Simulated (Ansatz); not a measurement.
# Lattice dynamics of InSe monolayer

Wanted: phonon frequencies of InSe monolayer and what follows from them.

Method: DFT PBEsol, scalar-relativistic, plane waves, PAW; PAW set soft_1, in Ansatz 0.2.0.

## (1) The starting structure

The cell holds 4 atoms: 2 In and 2 Se. Its edges and angles: a = 4.130 Å, b = 4.130 Å, c = 22.000 Å, α = 90.0°, β = 90.0°, γ = 120.0°. It derives from InSe. Vacuum lies along c.

## (2) Relaxation

Harmonic phonons are second derivatives at a point where the forces vanish, and they are wanted at zero stress, so atoms and cell are relaxed first.

The program solves this slab on a cell height of its own, 34.1 Å, in place of the one typed.

input.yaml reads:

```yaml
crystal:
  lattice:
    - [4.13, 0.0, 0.0]
    - [-2.065, 3.57668, 0.0]
    - [0.0, 0.0, 22.0]
  atoms:
    - { symbol: In, position: [0.333333, 0.666667, 0.563636] }
    - { symbol: In, position: [0.333333, 0.666667, 0.436364] }
    - { symbol: Se, position: [0.666667, 0.333333, 0.617045] }
    - { symbol: Se, position: [0.666667, 0.333333, 0.382955] }
  periodic: [true, true, false]
kpoints:
  mp_grid: { grid: [9, 9, 1] }
hamiltonian:
  xc: pbesol
  pseudopotentials: { kind: paw, azcp: { folder: soft_1 }, xc_functional: pbe }
scf:
  occupations: { method: gaussian, width: 0.02 }
output:
  forces: true
  stress: true
  eigenvalues: true
  write_density: true
  write_potential: true
  elf: true
  volumetric_format: npy
relax:
  adjacent_minimum: "off"
  f_tol: 0.005
  max_steps: 80
  cell: { stress_2d_tol: 0.02 }
```

Started as:

```console
ansatz run input.yaml --threads 4 --pin off --max-ram 16384MiB --backend cpu --events-out ev --progress --plain --runs-dir out
```

Numbers of over 12 decimals in the logs are rounded to 6 here.

The log of the run:

```text
Warning: crystal.periodic: the lattice vector that does not repeat stood 0.000° off the slab's normal, 22.000 Å along it as the deck builds it. The run solves the slab on a vector along the normal, 34.100 Å long, with every atom where it was (on the deck's vector they left 16.85 Å outside them, and the widest stretch free of ions among them is 2.80 Å). A fractional position that the run reports is one of the run's ce [...]
Warning: the atoms were moved onto the symmetric positions of the space group found under crystal.symmetry.tolerance 1.0e-5 (fractional; no operation is sought that the atoms, as they stand in a round, miss by more than twice it, and no atom is moved by as much as it), and the run uses the moved positions. Before a round's move an operation carried an atom to 4.13e-6 Å from where it should land, the largest such dist [...]
crystal.periodic: the lattice vector that does not repeat stood 0.000° off the slab's normal, 22.000 Å along it as the deck builds it. The run solves the slab on a vector along the normal, 34.100 Å long, with every atom where it was (on the deck's vector they left 16.85 Å outside them, and the widest stretch free of ions among them is 2.80 Å). A fractional position that the run reports is one of the run's cell, which [...]
Engine: ansatz 0.2.0, aarch64-unknown-linux-gnu
Pseudopotentials: kind: paw
Pseudopotential: In, paw, valence charge 13, recommended cutoff 420 eV (normal), soft_1/In.paw.azcp
Pseudopotential: Se, paw, valence charge 16, recommended cutoff 420 eV (normal), soft_1/Se.paw.azcp
Functional definition: PBEsol
  exchange = pbesol_x
  correlation = pbesol_c
Crystal: 4 atoms, lattice volume = 503.714 Å³
Basis set: ecut = 420 eV, 9725 PW (Γ), exchange–correlation on 60×60×480 points (8 copies of the dense FFT grid, shifted against one another)
Bands: 35, of which v1, the nominal top of the filled ones, is band 29 counted from 1 (28 counted from 0)
Symmetry: 12 space group operations
Space group: P-6m2 (ITA 187), of the structure as read, at distance tolerance 8.0e-5 Å
k-points: 12 of 81 (time reversal used)
Non-local potential: In, projectors of the file, l = 0: 2, l = 1: 2, l = 2: 2, l = 3: 1
Non-local potential: Se, projectors of the file, l = 0: 2, l = 1: 2, l = 2: 3, l = 3: 1
PAW form: soft (Blöchl's): semilocal exchange-correlation on the pseudo side does not see the compensation charge
PAW frozen core: In, regenerated for the run's functional, and the local potential with it (the file was generated under x = pbe(κ = 0.804, μ = 0.219515), c = pbe(β = 0.066725))
PAW frozen core: Se, regenerated for the run's functional, and the local potential with it (the file was generated under x = pbe(κ = 0.804, μ = 0.219515), c = pbe(β = 0.066725))
PAW one-centre angular grid: In, 590 points (default); XC on 64 Gauss nodes
PAW one-centre angular grid: Se, 590 points (default); XC on 64 Gauss nodes
Initial density: superposition of atomic densities (neutral atoms: chi_scale 0, normalization atom)
Initial wavefunctions: pseudopotential atomic-orbital guess
Functional: x = pbesol(κ = 0.804, μ = 0.123457), c = pbesol(β = 0.046)
iter 1 solved again at ethr=3.01e-3 eV; its pass at ethr=3.10e-3 eV (dr2=1.74e0 eV) is discarded
SCF iter   1: F=—  HF=-21901.677606 eV  |F-HF|=—  |Δ(HF+E_count)|=         —  Δρ=1.40e-2  dr2=1.76e0  ethr=3.01e-3  ⟨swp⟩=1.0  Hψ=3010  notcnv=0
preconditioner: auto → Resta (q_TF=auto, 1.903 Å⁻¹)  ε∞=1.6  [insulator: Δε(μ)=1.181 eV  Ē_g=13.459 eV  σ=0.020 eV  W_gap=1.00  n_scr=62 (ndim 8)  ℏωp=10.2 eV  f_vac=0.738  D(μ)=0.00/eV (n_scr^D=0)  ε∞_Penn≈1.6  vacuum switching on, ρ_ref=1.3e-2 e/Å³]
SCF iter   2: F=—  HF=-21901.256774 eV  |F-HF|=—  |Δ(HF+E_count)|=   4.21e-1  Δρ=6.92e-3  dr2=4.26e-1  ethr=3.01e-3  ⟨swp⟩=5.2  Hψ=976  notcnv=0  defer=1
SCF iter   3: F=—  HF=-21901.203865 eV  |F-HF|=—  |Δ(HF+E_count)|=   5.29e-2  Δρ=3.68e-3  dr2=1.24e-1  ethr=7.34e-4  ⟨swp⟩=4.0  Hψ=911  notcnv=0  defer=14
SCF iter   4: F=—  HF=-21901.185709 eV  |F-HF|=—  |Δ(HF+E_count)|=   1.82e-2  Δρ=1.30e-3  dr2=6.75e-3  ethr=2.14e-4  ⟨swp⟩=3.4  Hψ=746  notcnv=0  defer=14
SCF iter   5: F=—  HF=-21901.186104 eV  |F-HF|=—  |Δ(HF+E_count)|=   3.96e-4  Δρ=2.64e-4  dr2=2.47e-4  ethr=1.16e-5  ⟨swp⟩=2.8  Hψ=697  notcnv=0  defer=14
SCF iter   6: F=—  HF=-21901.186243 eV  |F-HF|=—  |Δ(HF+E_count)|=   1.38e-4  Δρ=6.85e-5  dr2=1.67e-5  ethr=4.25e-7  ⟨swp⟩=3.3  Hψ=905  notcnv=0  defer=14
SCF iter   7: F=—  HF=-21901.186283 eV  |F-HF|=—  |Δ(HF+E_count)|=   4.01e-5  Δρ=1.86e-5  dr2=1.78e-6  ethr=2.88e-8  ⟨swp⟩=3.1  Hψ=772  notcnv=0  defer=14
iter 8 did not close the SCF: its close was put off until two iterations running show no level that it waits for move by more than its bar (scf_convergence_deferred on its scf_iter line)
SCF iter   8: F=-21901.186284 eV  HF=-21901.186283 eV  |F-HF|=4.31e-8  |Δ(HF+E_count)|=   6.43e-7  Δρ=2.96e-6  dr2=4.41e-8  ethr=1.72e-10  ⟨swp⟩=22.5  Hψ=4456  notcnv=0
iter 9 did not close the SCF: its close was put off until two iterations running show no level that it waits for move by more than its bar (scf_convergence_deferred on its scf_iter line)
SCF iter   9: F=-21901.186284 eV  HF=-21901.186284 eV  |F-HF|=2.53e-9  |Δ(HF+E_count)|=   5.85e-8  Δρ=8.28e-7  dr2=3.49e-9  ethr=7.61e-11  ⟨swp⟩=9.1  Hψ=2913  notcnv=0
SCF iter  10: F=-21901.186284 eV  HF=-21901.186284 eV  |F-HF|=2.69e-10  |Δ(HF+E_count)|=  9.82e-11  Δρ=2.64e-7  dr2=3.55e-10  ethr=6.01e-12  ⟨swp⟩=8.2  Hψ=2845  notcnv=0
SCF 1 converged in 10 iterations: F = -21901.186284 eV  dr2 = 3.55e-10
  greatest PAW one-centre occupation: 1.000 electrons in one spin orbital (limit 2), on the Se atom at site 2 (counted from 0), in its partial waves of l = 2
relax step   1: F+E_penalty+E_count = -21901.18628353 eV  Δ(F+E_penalty+E_count) = +0.000e0 eV  max|allowed force component| = 2.652e-1 eV/Å  Δτ_max = 0.0000 Å  P = -1.525 N/m  Ω = 503.714 Å³  fix = [c, alpha, beta]  reactions: c -0.000 N/m  (10 SCF iters, dr2 threshold 1.00e-7 eV, accepted)
Crystal: 4 atoms, lattice volume = 479.529 Å³
Basis set: ecut = 420 eV, 9365 PW (Γ), exchange–correlation on 60×60×480 points (8 copies of the dense FFT grid, shifted against one another)
Initial density: handed on by an earlier stage of this run
Initial wavefunctions: those handed on with the density
iter 1 solved again at ethr=8.17e-5 eV; its pass at ethr=3.10e-3 eV (dr2=4.74e-2 eV) is discarded
SCF iter   1: F=—  HF=-21901.234672 eV  |F-HF|=—  |Δ(HF+E_count)|=         —  Δρ=2.37e-3  dr2=4.77e-2  ethr=8.17e-5  ⟨swp⟩=2.7  Hψ=2862  notcnv=0
[...]
iter 1 solved again at ethr=8.01e-6 eV; its pass at ethr=3.10e-3 eV (dr2=4.65e-3 eV) is discarded
SCF iter   1: F=—  HF=-21901.253668 eV  |F-HF|=—  |Δ(HF+E_count)|=         —  Δρ=7.40e-4  dr2=4.47e-3  ethr=8.01e-6  ⟨swp⟩=3.1  Hψ=2484  notcnv=0
preconditioner: auto → Resta (q_TF=auto, 1.920 Å⁻¹)  ε∞=1.6  [insulator: Δε(μ)=1.571 eV  Ē_g=13.799 eV  σ=0.020 eV  W_gap=1.00  n_scr=62 (ndim 8)  ℏωp=10.5 eV  f_vac=0.740  D(μ)=0.00/eV (n_scr^D=0)  ε∞_Penn≈1.6  vacuum switching on, ρ_ref=1.4e-2 e/Å³]
SCF iter   2: F=—  HF=-21901.252715 eV  |F-HF|=—  |Δ(HF+E_count)|=   9.53e-4  Δρ=4.36e-4  dr2=1.57e-3  ethr=7.70e-6  ⟨swp⟩=3.3  Hψ=702  notcnv=0
SCF iter   3: F=—  HF=-21901.252481 eV  |F-HF|=—  |Δ(HF+E_count)|=   2.34e-4  Δρ=1.89e-4  dr2=4.46e-4  ethr=2.70e-6  ⟨swp⟩=3.2  Hψ=708  notcnv=0
SCF iter   4: F=—  HF=-21901.252400 eV  |F-HF|=—  |Δ(HF+E_count)|=   8.12e-5  Δρ=5.64e-5  dr2=2.00e-5  ethr=7.69e-7  ⟨swp⟩=2.4  Hψ=629  notcnv=0
SCF iter   5: F=—  HF=-21901.252431 eV  |F-HF|=—  |Δ(HF+E_count)|=   3.14e-5  Δρ=1.47e-5  dr2=8.76e-7  ethr=3.44e-8  ⟨swp⟩=2.9  Hψ=718  notcnv=0
SCF iter   6: F=-21901.252431 eV  HF=-21901.252431 eV  |F-HF|=6.32e-9  |Δ(HF+E_count)|=   3.69e-7  Δρ=1.87e-6  dr2=1.66e-8  ethr=6.90e-10  ⟨swp⟩=17.0  Hψ=4342  notcnv=0
SCF 3 converged in 6 iterations: F = -21901.252431 eV  dr2 = 1.66e-8
  Residual-converged pass: ⟨swp⟩=1.0  Hψ=468  notcnv=0  max |occ|·‖R‖ = 7.0e-9 eV (tolerance 1.0e-8 eV)  dr2=1.66e-8  dr2_onsite=1.16e-8  max |Δocc| = 0.0e0
relax step   3: F+E_penalty+E_count = -21901.25243148 eV  Δ(F+E_penalty+E_count) = -3.072e-2 eV  max|allowed force component| = 8.792e-2 eV/Å  Δτ_max = 0.0256 Å  P = -0.695 N/m  Ω = 478.228 Å³  energy of the carried Pulay correction = +5.722e-4 eV  fix = [c, alpha, beta]  reactions: c -0.000 N/m  (6 SCF iters, dr2 threshold 4.00e-7 eV, accepted)
[...]
relax step   4: F+E_penalty+E_count = -21901.25676663 eV  Δ(F+E_penalty+E_count) = -4.335e-3 eV  max|allowed force component| = 1.194e-2 eV/Å  Δτ_max = 0.0044 Å  P = -0.003 N/m  Ω = 471.485 Å³  energy of the carried Pulay correction = +7.322e-4 eV  fix = [c, alpha, beta]  reactions: c -0.000 N/m  (5 SCF iters, dr2 threshold 4.00e-7 eV, accepted)
[...]
relax step   5: F+E_penalty+E_count = -21901.25677267 eV  Δ(F+E_penalty+E_count) = -6.046e-6 eV  max|allowed force component| = 8.993e-4 eV/Å  Δτ_max = 0.0007 Å  P = -0.000 N/m  Ω = 471.627 Å³  energy of the carried Pulay correction = +7.288e-4 eV  fix = [c, alpha, beta]  reactions: c -0.000 N/m  (4 SCF iters, dr2 threshold 8.91e-9 eV, accepted)
Basis set: ecut = 420 eV, 9281 PW (Γ), exchange–correlation on 54×54×480 points (8 copies of the dense FFT grid, shifted against one another)
Initial wavefunctions: pseudopotential atomic-orbital guess (no wavefunctions were taken with the density)
iter 1 solved again at ethr=1.88e-7 eV; its pass at ethr=3.10e-3 eV (dr2=1.09e-4 eV) is discarded
SCF iter   1: F=—  HF=-21901.256077 eV  |F-HF|=—  |Δ(HF+E_count)|=         —  Δρ=2.92e-5  dr2=7.43e-7  ethr=1.88e-7  ⟨swp⟩=6.1  Hψ=4331  notcnv=0
SCF iter   2: F=—  HF=-21901.256096 eV  |F-HF|=—  |Δ(HF+E_count)|=   1.92e-5  Δρ=1.44e-5  dr2=2.20e-7  ethr=1.28e-9  ⟨swp⟩=2.9  Hψ=884  notcnv=0
SCF iter   3: F=—  HF=-21901.256096 eV  |F-HF|=—  |Δ(HF+E_count)|=   1.15e-7  Δρ=3.44e-6  dr2=6.28e-8  ethr=3.79e-10  ⟨swp⟩=3.1  Hψ=705  notcnv=0
SCF iter   4: F=—  HF=-21901.256096 eV  |F-HF|=—  |Δ(HF+E_count)|=   1.46e-9  Δρ=1.30e-6  dr2=4.45e-8  ethr=1.08e-10  ⟨swp⟩=3.2  Hψ=887  notcnv=0
SCF iter   5: F=—  HF=-21901.256096 eV  |F-HF|=—  |Δ(HF+E_count)|=   7.35e-9  Δρ=2.55e-7  dr2=5.12e-10  ethr=7.68e-11  ⟨swp⟩=2.3  Hψ=493  notcnv=0
SCF iter   6: F=—  HF=-21901.256096 eV  |F-HF|=—  |Δ(HF+E_count)|=  2.18e-11  Δρ=9.92e-8  dr2=4.48e-11  ethr=1.00e-12  ⟨swp⟩=3.2  Hψ=847  notcnv=0
SCF iter   7: F=—  HF=-21901.256096 eV  |F-HF|=—  |Δ(HF+E_count)|=  1.02e-10  Δρ=4.01e-8  dr2=7.33e-12  ethr=1.00e-12  ⟨swp⟩=1.5  Hψ=426  notcnv=0
SCF iter   8: F=-21901.256096 eV  HF=-21901.256096 eV  |F-HF|=1.49e-10  |Δ(HF+E_count)|=  6.91e-11  Δρ=1.08e-8  dr2=7.13e-13  ethr=1.00e-12  ⟨swp⟩=10.2  Hψ=2606  notcnv=0
SCF 6 converged in 8 iterations: F = -21901.256096 eV  dr2 = 7.13e-13
relax step   6: F+E_penalty+E_count = -21901.25609617 eV  Δ(F+E_penalty+E_count) = +6.765e-4 eV  max|allowed force component| = 9.656e-4 eV/Å  Δτ_max = 0.0000 Å  P = -0.003 N/m  Ω = 471.627 Å³  fix = [c, alpha, beta]  reactions: c -0.000 N/m  stress off target by 2.53e-3 N/m on what of the cell is left free  SCF on the basis re-selected at this cell (its energy is not comparable with the rows above)  (8 SCF iters)
basis re-selected at this cell: Δ(F+E_penalty+E_count) = +6.765e-4 eV, ΔP = -0.003 N/m vs the last step (what re-selecting the basis moved, of the pressure what is left beyond the Pulay correction that the steps carried, after the strain that the cell walked since its last selection, with what the two solves' SCF thresholds leave and, on support functions, any second-order correction that the steps lacked; it is no measure of the basis error at this ecutwfc). The dense FFT grid was sized anew with the basis: this SCF ran on 27×27×240 points, the steps before it on 30×30×240, so part of this shift can come from that change (see relax.cell in the input reference). [rest of the remark cut]
SCF converged after 8 iterations
Free energy (F): -21901.256096 eV
Harris-Foulkes:  -21901.256096 eV  (|F-HF|=1.49e-10)
Internal energy: -21901.256096 eV  (E = F + TS)
E sigma→0 (E₀):  -21901.256096 eV
Fermi energy:    -5.184110 eV
--- Per-component energies (eV) ---
  E_band       = -1637.074532
  E_kinetic    = 658.631320
  E_local      = -139198.169181  (includes V_loc(G=0)·N_el)
  E_nonlocal   = -48.283341
  E_hartree    = 69121.614613
  E_xc         = -451.578519
  E_vxc        = -358.622452  (∫ρ·V_xc dr)
  E_paw        = -12449.054489  (= ΣΔE_a)
  E_vpaw       = -933.859654  (= ΣTr[D̂ρ^β])
  E_aug_tail   = -0.000472  (compensation charges beyond the density's cutoff)
  E_ewald      = 60463.095262
  E_core_change = 2.488711  (= ΣΔE_core)
  E_smearing   = -0.000000  (= −TS)
  E_closure    = -0.000000  (closes the sum)
  Σ components = -21901.256096   (vs F -21901.256096, Δ=0.00e0)
--- Forces (eV/Å), atoms counted from 1 ---
  atom   1  In     0.00000000    -0.00000000    -0.00019082
  atom   2  In     0.00000000    -0.00000000     0.00019082
  atom   3  Se    -0.00000000     0.00000000     0.00096564
  atom   4  Se    -0.00000000     0.00000000    -0.00096564
  max |Σ_I F_I| component: 4.35e-17 eV/Å
--- 2D stress c σ (N/m, compression-positive) ---
       -0.002534       0.000000       0.000000
        0.000000      -0.002534       0.000000
        0.000000       0.000000       0.000000
  P = ½ c Tr σ = -0.0025 N/m
--- Band table (eV; the first three rows and the last of 12) ---
  k-point 0: bands = [... 25 lower, -6.4585, -6.3805, -6.3805, -6.0815, -4.3608, -3.1985, -0.9092 (-0.9091°), -0.9092 (-0.9091°), ... 2 higher]
  k-point 1: bands = [... 25 lower, -7.0316, -6.6148, -6.5185, -6.0166, -3.7642, -2.5835, -1.5387 (-1.5387°), -0.7861 (-0.7860°), ... 2 higher]
  k-point 2: bands = [... 25 lower, -7.7164, -6.9678, -6.8337, -6.0401, -3.2003, -2.9204, -1.2252 (-1.2252°), -1.0236 (-1.0236°), ... 2 higher]
  k-point 11: bands = [... 25 lower, -8.8527, -7.7852, -7.3018, -7.1058, -3.4916, -2.8032, -1.9600, -0.9783, ... 2 higher]
  ° read free of the cell's end (the report's vacuum.weakly_bound_levels)
--- Relaxed structure (5 steps of the walk, 5 accepted, 1 SCFs on fresh bases) ---
  F+E_penalty+E_count = -21901.25609617 eV   max|allowed force component| = 9.656e-4 eV/Å   (the final SCF, on the basis selected at the relaxed cell)
  cell:  # Å, volume = 471.6270 Å³
    - [3.996291, 0, 0.0]
    - [-1.998145, 3.460889, 0.0]
    - [0.0, 0.0, 34.099960]
  atoms:
    - { symbol: In, position: [0.333333, 0.666667, 0.363243] }
    - { symbol: In, position: [0.333333, 0.666667, 0.281919] }
    - { symbol: Se, position: [0.666667, 0.333333, 0.400864] }
    - { symbol: Se, position: [0.666667, 0.333333, 0.244298] }
```

Run time: 40 s. Hardware: 4 threads of Arm Neoverse V1, shared host; peak memory 0.92 GiB.

Step by step:

```tsv
step	energy less that of the first step (eV)	largest force component (eV/Å)	volume (Å³)
1	0.0000	0.2652	503.71
2	-0.0354	0.6371	479.53
3	-0.0661	0.0879	478.23
4	-0.0705	0.0119	471.49
5	-0.0705	0.0009	471.63
6*	-0.0698	0.0010	471.63
```

Relaxation steps marked * repeat the geometry before them on a plane-wave basis chosen anew for their cell, so energy and pressure can jump there.

The run keeps the 12 symmetry operations that it works with, so distortions that break them were not tested.

```tsv
cell as run	before	after	change
a (Å)	4.130	3.996	-3.2 %
b (Å)	4.130	3.996	-3.2 %
```

The atoms that moved most (Å, along periodic axes as changes of fractional coordinates times the final cell, across vacuum about the mean position):

```tsv
atom	dx	dy	dz	length
Se3	0.000	0.000	0.094	0.094
Se4	0.000	0.000	-0.094	0.094
In1	0.000	0.000	-0.013	0.013
In2	0.000	0.000	0.013	0.013
```

Final coordinates:

```xyz
4
Lattice="3.9963 0.0000 0.0000 -1.9981 3.4609 0.0000 0.0000 0.0000 34.1000" Properties=species:S:1:pos:R:3
In    0.0000    2.3073   12.3866
In    0.0000    2.3073    9.6134
Se    1.9981    1.1536   13.6694
Se    1.9981    1.1536    8.3306
```

This step gave:

| Item | Value |
| --- | --- |
| gap on the k-mesh | 1.647 eV |
| direct gap on mesh | 1.721 eV |
| area per atom | 3.458 Å² |

Electrostatic potential energy in the ac plane at fractional y = 0.333, with atoms of Se within 0.2 Å of it. With pseudopotentials it is smooth inside the atoms' cores, unlike the true potential.

Ten even steps from '0' (-15 eV) to '9' (0 eV), each cell a mean:
```
99999999999999
99999999999999
99999999999999
99999999999999
99999999999999
99999999999999
99999999999999
99999999999999
99999999999999
99999999999999
99999999999999
99999999999999
99999999999999
99999875444568
67676510254004
65445778777877
76667788898888
65455542343235
89998742344236
99999999999999
99999999999999
99999999999999
99999999999999
99999999999999
```
Columns run along a (4.0 Å; values clipped at the 3rd and 97th percentile), rows up along c (34.1 Å). Atoms in or near the plane, at fractional coordinates: Se at (0.67, 0.40), Se at (0.67, 0.24).

Valence density in the ac plane at fractional y = 0.333, with atoms of Se within 0.2 Å of it. It is the smooth field of the valence electrons, not physical close to the nuclei.

Ten steps, logarithmic in the rise over the least value, from '_' (0 e/Å³) to '@' (19 e/Å³), each cell a mean:
```
____________________________
____________________________
____________________________
____________________________
____________________________
____________________________
____________________________
____________________________
____________________________
____________________________
____________________________
____________________________
____________________________
____________..::::----::..__
..........::::==##@@@@**--::
............................
__......____________________
............::--++##**==::::
__________..::==##@@%%++::..
____________________________
____________________________
____________________________
____________________________
____________________________
```
Columns run along a (4.0 Å), rows up along c (34.1 Å). Atoms in or near the plane, at fractional coordinates: Se at (0.67, 0.40), Se at (0.67, 0.24).

ELF in the ac plane at fractional y = 0.333, with atoms of Se within 0.2 Å of it. It is the smooth field of the valence electrons, not physical close to the nuclei.

Ten even steps from '_' (0.00) to '@' (0.80), each cell a mean:
```
____________________________
____________________________
____________________________
____________________________
____________________________
____________________________
____________________________
____________________________
____________________________
____________________________
____________________________
____________________________
____________..::::::::::..__
--..____::**%%@@@@@@@@@@%%##
++::..::==##@@%%**==++%%@@%%
----------------------------
--======--::..............::
==::::::--++##%%##****##%%**
++::__..==##@@@@%%##%%@@@@%%
__________::--++++**++++==::
____________________________
____________________________
____________________________
____________________________
```
Columns run along a (4.0 Å), rows up along c (34.1 Å). Atoms in or near the plane, at fractional coordinates: Se at (0.67, 0.40), Se at (0.67, 0.24).

(Continued in part 2 of 3.)

[Logs are printed without paths, hosts, clocks, repeated set-up lines and the standing remarks that a program may print on its own settings, such as how far it seeks lower states.]

[Hosts, paths, dates, database ids (printed as entryN), source tags and the programs' standing remarks are cut or masked in the printed files.]
